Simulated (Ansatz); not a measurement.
Reflectivity of CuAu (P4/mmm) at normal incidence (Ansatz, r2SCAN, independent particles, without spin-orbit coupling, line width 0.1 eV (Gaussian), carrier damping 0.03 eV):

```csv
E (eV),R (%)
1.00,96.4
1.25,96.1
1.50,95.8
1.75,88.3
2.00,69.0
2.25,61.8
2.50,55.6
2.75,49.6
3.00,43.3
3.25,42.0
3.50,45.1
3.75,47.4
4.00,47.0
4.25,45.0
4.50,42.6
4.75,39.1
5.00,36.6
```

Q: What colour would a polished face show in daylight?

A: Faintly yellow: CIE x = 0.337, y = 0.351, luminous reflectivity 62 % under D65, from the mean over the axes.

[Logs are printed without paths, hosts, clocks, repeated set-up lines and the standing remarks that a program may print on its own settings, such as how far it seeks lower states.]
